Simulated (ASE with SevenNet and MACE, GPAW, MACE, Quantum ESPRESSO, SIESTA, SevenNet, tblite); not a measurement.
# Machine-learned potentials on twisted 2H-WS2 double bilayer, 38.21° (84 atoms): settings against a plane-wave reference

Aim: run twisted 2H-WS2 double bilayer, 38.21° (84 atoms) in machine-learned potentials and see how near its forces come to a plane-wave reference, and at what cost.

Method: the method is named at each step, in ASE with SevenNet and MACE.

## Step 1: The structure

The cell holds 84 atoms: 28 W and 56 S. Cell: a = 8.347 Å, b = 8.347 Å, c = 38.210 Å, α = 90.0°, β = 90.0°, γ = 120.0°. It derives from WS2 (2H-WS2). 2H-WS2 (a = 3.155 Å) under 2H-WS2 (a = 3.155 Å), double bilayer, commensurate cell of 7 unit cells a layer, twist 38.21 deg; facing planes 3.15, 3.36, 3.14 Å apart; 16 Å of vacuum; layers as built, displaced by a Gaussian of 0.01 Å. Then every atom was moved at random, 0.02 Å r.m.s. a Cartesian component. Regions: layer 1, 21 atoms (7 W and 14 S); layer 2, 21 atoms (7 W and 14 S); layer 3, 21 atoms (7 W and 14 S); layer 4, 21 atoms (7 W and 14 S). Vacuum lies along c.

The yardstick, on the same geometry:

```
method                                           : Kohn-Sham DFT, PBE, SSSP efficiency 1.3.0 pseudopotentials, plane waves (Quantum ESPRESSO 7.5); sssp-pbe-1.3.0-efficiency, cutoffs 45/360 Ry, Γ point
r.m.s. force component                           : 0.5514 eV/Å
longest force                                    : 2.058 eV/Å
gap (highest filled to lowest empty level) : 1.484 eV
time                                             : 15 min on 4 MPI ranks of Arm Neoverse V2, shared host
CPU time                                         : 58 min
```

## Step 2: SevenNet 0 potential

Method: machine-learned interatomic potential SevenNet 0, trained on PBE(+U) plane-wave data.

File run.py:

```python
import numpy as np
from ase.io import read
import mlip  # loads the published weights by name

atoms = read("structure.xyz")
atoms.calc = mlip.calc("7net-0")
energy = atoms.get_potential_energy()
forces = atoms.get_forces()
print(f"energy {energy:.6f} eV")
print("forces (eV/A)")
for i, (a, f) in enumerate(zip(atoms, forces)):
    print(f"{i:4d} {a.symbol:2s} {f[0]:10.5f} {f[1]:10.5f} {f[2]:10.5f}")
```

File structure.xyz:

```xyz
84
Lattice="8.34730 0.00000 0.00000 -4.17365 7.22897 0.00000 0.00000 0.00000 38.21000" Properties=species:S:1:pos:R:3 pbc="T T T"
W 0.56140 1.73951 9.60217
S 1.75285 0.37085 11.17375
S 1.78336 0.30513 7.98360
W -0.00088 4.78551 9.58842
S 1.19320 3.45133 11.10497
S 1.21829 3.42118 7.98513
W 3.58867 0.72463 9.56052
S 0.62459 6.57540 11.15121
S 0.57968 6.57815 8.02143
W 2.98570 3.77967 9.58383
S 4.19151 2.40681 11.13325
S 4.21885 2.43725 8.04626
W 2.38470 6.90041 9.58383
S 3.55144 5.44110 11.14089
S 3.56125 5.46734 7.99926
W 5.96314 2.73631 9.57466
S 7.18519 1.34285 11.13134
S 7.17726 1.39996 7.98856
W -2.99710 5.81816 9.55174
S -1.75573 4.44459 11.16687
S -1.79513 4.48521 7.99735
W 1.17968 3.47518 15.89727
S 2.36387 2.04724 17.46961
S 2.38624 2.05823 14.29856
W 0.60343 6.48525 15.85906
S 1.77772 5.19546 17.41841
S 1.80815 5.23457 14.25348
W 4.16822 2.38889 15.85791
S 5.39436 0.96434 17.44821
S 5.34565 1.04394 14.25080
W 3.55036 5.49228 15.85600
S 4.75688 4.11415 17.40466
S 4.77123 4.15434 14.25233
W 7.14399 1.39107 15.83079
S -0.02467 0.05154 17.42682
S 4.17382 7.19123 14.29321
W -1.76737 4.46577 15.87587
S -0.62100 3.09769 17.44478
S -0.54458 3.04759 14.24469
W 1.77660 0.33853 15.88734
S -1.20698 6.19993 17.43140
S -1.17096 6.18352 14.30353
W 4.73355 0.68625 22.36584
S 4.17411 2.42510 23.91755
S 4.17812 2.42684 20.78853
W 2.39956 2.75098 22.36202
S 1.80423 4.47712 23.89157
S 1.79033 4.52534 20.76179
W -2.36746 6.88140 22.36355
S 1.22125 1.35276 23.94353
S 1.21699 1.37690 20.72816
W -0.03456 4.81580 22.37769
S -0.60581 6.53853 23.90609
S -0.55113 6.52046 20.79006
W -0.57020 1.72382 22.35400
S -1.16098 3.45017 23.91296
[... 24 atom lines left out ...]
S 1.22384 6.18648 27.07599
W 4.15391 2.43436 28.61050
S 3.60178 4.13136 30.21035
S 3.56885 4.14415 27.03701
```

Run with:

```bash
$ OMP_NUM_THREADS=1 python run.py > output.txt
```

The log of the run:

```text
energy -660.955078 eV
forces (eV/A)
   0 W     0.91165   -0.62485   -1.07359
   1 S     0.26945   -0.40063   -0.39887
   2 S    -0.07639    0.29355    0.34430
   3 W     0.02086    0.75200   -0.62816
   4 S    -0.00399   -0.07285    1.13999
   5 S    -0.26976    0.12670   -0.07577
   6 W    -0.72376   -0.75389    0.32944
   7 S    -0.36981   -0.18556    0.01775
   8 S     0.16245   -0.32203   -0.24014
   9 W    -0.13322    0.00619   -0.53307
  10 S    -0.00874   -0.02578    0.76514
  11 S    -0.29606   -0.19563   -1.12968
  12 W    -0.04941   -0.47296   -0.62209
  13 S     0.30172    0.57265    0.39796
  14 S    -0.03310    0.37030   -0.25932
  15 W     0.63636    0.36630    0.10185
  16 S    -0.37339    0.15171    0.85967
  17 S    -0.13536   -0.20404   -0.23442
  18 W     0.25386    0.54292    0.58698
  19 S    -0.28577    0.27407   -0.03490
  20 S     0.20081   -0.19515   -0.15632
  21 W     0.18740   -0.51774   -0.68213
  22 S     0.16622    0.25165   -0.23321
  23 S    -0.15720    0.15734    0.13410
[...]
76 S    -0.26820   -0.46167   -0.15612
  77 S     0.22591    0.29362   -0.24072
  78 W    -0.38311    0.38243    0.32953
  79 S    -0.11271    0.14681   -0.72930
  80 S    -0.33581   -0.12298   -0.31106
  81 W     0.18291   -0.38099    0.61091
  82 S    -0.18684    0.01242    0.22603
  83 S    -0.01823   -0.04353   -0.22811
```

Wall time 8.1 s (1 thread of Arm Neoverse V2, shared host); peak memory 0.75 GiB.

Banners, paths, timers and routine set-up lines are dropped from the logs unmarked, and long logs keep their key lines alone; longer cuts are marked.

Compared with the plane-wave run:

| Property | Result |
| --- | --- |
| r.m.s. force component | 0.4023 eV/Å |
| r.m.s. difference of force components | 196.5 meV/Å |
| longest difference of force vectors | 809 meV/Å |
| force difference over r.m.s. force | 35.63 % |
| slope of forces against the reference's | 0.7027 |
| correlation of force components | 0.9631 |

Length of the force difference by element (eV/Å):

```
element  atoms  mean  most
      S     56  0.21  0.43
      W     28  0.46  0.81
```

The surroundings of S75, picked at random, nearest first, numbered as they follow in the input and with coordinates relative to it.

```
atom      x      y      z  distance (Å)  bonds     Fx     Fy  Fz (eV/Å)
 S75   0.00   0.00   0.00          0.00      3   0.09   0.09      -0.67
 W64   1.17   1.44   1.49          2.38      6   0.47  -0.45       0.99
 W70  -1.81   0.39   1.51          2.39      6   0.27  -0.22       0.41
 W73   0.61  -1.72   1.56          2.41      6  -0.66   0.02      -0.60
 S74  -0.01  -0.01   3.08          3.08      3   0.06   0.63       0.18
 S69   2.36  -2.06  -0.04          3.13      3   0.14   0.27      -0.45
 S84  -2.99  -0.99  -0.08          3.15      3  -0.02  -0.04      -0.23
 S78  -0.64  -3.09  -0.06          3.16      3   0.23   0.29      -0.24
 S72  -2.38   2.09  -0.06          3.17      3   0.00   0.15      -0.49
 S81   3.01   1.05  -0.04          3.19      3  -0.34  -0.12      -0.31
 S66   0.56   3.15  -0.06          3.20      3   0.16  -0.02      -0.34
```

Atoms are counted from 1 here, from 0 in the log.

Forces lie 36 % from the reference's, at 0.0020 times its CPU time (on 1 against 4 cores).

## Step 3: MACE MP-0b2 small potential

Method: machine-learned interatomic potential MACE MP-0b2 small, trained on PBE(+U) plane-wave data.

run.py, as its differences from that of step 2:

```diff
@@ -5,3 +5,3 @@
 atoms = read("structure.xyz")
-atoms.calc = mlip.calc("7net-0")
+atoms.calc = mlip.calc("mace-mp-0b2-small")
 energy = atoms.get_potential_energy()
```

structure.xyz is that of step 2.

The log of the run:

```text
energy -660.564772 eV
forces (eV/A)
   0 W     0.93506   -0.55379   -1.30850
   1 S     0.38112   -0.48855   -0.64549
   2 S    -0.10575    0.47269    0.43440
   3 W     0.01490    0.82508   -0.76988
   4 S     0.06341   -0.09604    1.30852
   5 S    -0.29245    0.15591    0.05259
   6 W    -0.67312   -0.61892    0.54862
   7 S    -0.48691   -0.29384   -0.07125
   8 S     0.22771   -0.48700   -0.29777
   9 W    -0.10482   -0.20090   -0.57238
  10 S    -0.09860    0.01463    0.74186
  11 S    -0.47372   -0.21052   -1.34825
  12 W     0.24110   -0.45629   -0.73580
  13 S     0.34768    0.75762    0.33840
  14 S    -0.08444    0.44422   -0.25683
  15 W     0.85066    0.34961    0.26623
  16 S    -0.55570    0.28824    0.98147
  17 S    -0.21386   -0.28641   -0.15243
  18 W     0.21116    0.40898    0.89580
  19 S    -0.41336    0.29174   -0.12986
  20 S     0.23360   -0.30769   -0.19765
  21 W     0.23103   -0.40607   -0.93084
  22 S     0.24247    0.31446   -0.28849
  23 S    -0.25593    0.17120    0.20979
[...]
76 S    -0.30398   -0.55716   -0.27390
  77 S     0.36708    0.48832   -0.20567
  78 W    -0.38568    0.16323    0.33168
  79 S    -0.18463    0.20245   -0.94041
  80 S    -0.49537   -0.17299   -0.38791
  81 W     0.08556   -0.45922    0.66123
  82 S    -0.18716    0.01438    0.24387
  83 S     0.02057   -0.01781   -0.13809
```

Wall time 5.9 s (1 thread); peak memory 0.67 GiB.

Numbers from this run, and their distance from the reference:

| Property | Result |
| --- | --- |
| r.m.s. force component | 0.4813 eV/Å |
| r.m.s. difference of force components | 129.2 meV/Å |
| longest difference of force vectors | 630.1 meV/Å |
| force difference over r.m.s. force | 23.44 % |
| slope of forces against the reference's | 0.8534 |
| correlation of force components | 0.9778 |

Against the first run (36 %), the force difference from the reference is 23 %, at 0.82 times the CPU time.

The difference per atom is largest on W (0.33 eV/Å on average, against 0.10 on S).

## Step 4: SevenNet l3i5 potential

Method: machine-learned interatomic potential SevenNet l3i5, trained on PBE(+U) plane-wave data.

run.py, as its differences from that of step 3:

```diff
@@ -5,3 +5,3 @@
 atoms = read("structure.xyz")
-atoms.calc = mlip.calc("mace-mp-0b2-small")
+atoms.calc = mlip.calc("7net-l3i5")
 energy = atoms.get_potential_energy()
```

structure.xyz is that of step 3.

The log of the run:

```text
energy -660.885437 eV
forces (eV/A)
   0 W     0.87461   -0.58677   -1.06685
   1 S     0.32695   -0.42149   -0.55923
   2 S    -0.08677    0.39161    0.36294
   3 W    -0.01962    0.85973   -0.66569
   4 S     0.07186   -0.10197    1.22184
   5 S    -0.19826    0.14091    0.02373
   6 W    -0.75020   -0.69018    0.48716
   7 S    -0.41299   -0.29736   -0.06333
   8 S     0.16303   -0.39354   -0.28601
   9 W    -0.18825   -0.15791   -0.42916
  10 S    -0.08361    0.01984    0.65413
  11 S    -0.38577   -0.15348   -1.25607
  12 W     0.23921   -0.47177   -0.57220
  13 S     0.24328    0.65848    0.32694
  14 S    -0.02738    0.37395   -0.26949
  15 W     0.69463    0.35651    0.20638
  16 S    -0.41355    0.25436    0.88963
  17 S    -0.20152   -0.28691   -0.19676
  18 W     0.25541    0.49429    0.72074
  19 S    -0.28388    0.24627   -0.03532
  20 S     0.18372   -0.23168   -0.20710
  21 W     0.24981   -0.49558   -0.86056
  22 S     0.19398    0.27941   -0.25113
  23 S    -0.18453    0.10853    0.20176
[...]
76 S    -0.25777   -0.47164   -0.26200
  77 S     0.25909    0.33702   -0.28002
  78 W    -0.43565    0.18645    0.32767
  79 S    -0.16505    0.13704   -0.82122
  80 S    -0.42304   -0.11082   -0.39326
  81 W     0.17247   -0.42193    0.63836
  82 S    -0.13540    0.00451    0.26356
  83 S     0.05149   -0.00939   -0.21211
```

Run time: 8.2 s. Hardware: 1 thread; peak memory 1.1 GiB.

Compared with the plane-wave run:

```
r.m.s. force component                  : 0.4352 eV/Å
r.m.s. difference of force components   : 160 meV/Å
longest difference of force vectors     : 822.9 meV/Å
force difference over r.m.s. force      : 29.01 %
slope of forces against the reference's : 0.7694
correlation of force components         : 0.9748
```

Against the first run (36 %), the force difference from the reference is 29 %, at 1.2 times the CPU time.

The difference per atom is largest on W (0.38 eV/Å on average, against 0.15 on S).

## Step 5: The ladder

Differences are against the plane-wave reference, forces as r.m.s. over components; share is that over the reference's r.m.s. force, slope the least-squares factor from reference forces to these. Total energies of different programs have different zeros and aren't compared.

```
                        run  Δ force, r.m.s. (meV/Å)  share (%)  slope  cores  CPU time  memory (GiB)
                  reference                        -          -      -      4    58 min           8.1
       SevenNet 0 potential                      196       35.6  0.703      1       7 s          0.75
MACE MP-0b2 small potential                      129       23.4  0.853      1     5.8 s          0.67
    SevenNet l3i5 potential                      160       29.0  0.769      1     8.2 s           1.1
```

Times of the machine-learned potentials are mostly Python's start and the loading of weights.

CPU time is summed over cores on a shared host, where runs went side by side, so it is rough. Symmetry, cutoffs, thresholds, outputs and thread counts weren't matched or tuned between programs; memory under MPI is the largest rank's times the ranks.

A second geometry, displaced anew (every atom was moved at random, 0.06 Å r.m.s. a Cartesian component), gives an energy difference that all programs can be tested on. The reference puts it at 85.81 meV/atom.

```
                        run  energy less the first geometry's (meV/atom)  error (meV/atom)  force share at the second geometry (%)
       SevenNet 0 potential                                        57.32             -28.5                                    37.6
MACE MP-0b2 small potential                                        70.15             -15.7                                    26.9
    SevenNet l3i5 potential                                        65.36             -20.5                                    30.5
```

## Step 6: Results

```
nearest in forces : MACE MP-0b2 small potential, 23 %
its CPU time      : 5.8 s
```

In words: Machine-learned potentials differ by 23 % (MACE MP-0b2 small potential) to 36 % (SevenNet 0 potential); they were trained on other programs' data. Among those trained on PBE data the slope goes as low as 0.70, which softening far from their training structures can give, though the reference's k-sampling is untested too. The energy difference between the two geometries, 85.8 meV/atom in the reference, is met best by MACE MP-0b2 small potential (-15.7) and worst by SevenNet 0 potential (-28.5). Machine-learned potentials mimic data converged in k, so the reference's own k-point error enters their differences. The reference's PBE has no dispersion term, which matters for the binding between molecules or layers. The electronic-structure runs sample only Γ, in a cell whose shortest periodic width is 7 Å. Spin–orbit coupling is left out, which matters for the levels of the heavy elements.

[Also dropped from logs without a mark: logging warnings of Python, and SIESTA's first energy breakdown and zero terms.]

[Logs are printed without paths, hosts, clocks, repeated set-up lines and the standing remarks that a program may print on its own settings, such as how far it seeks lower states.]

[Hosts, paths, dates, database ids (printed as entryN), source tags and the programs' standing remarks are cut or masked in the printed files.]
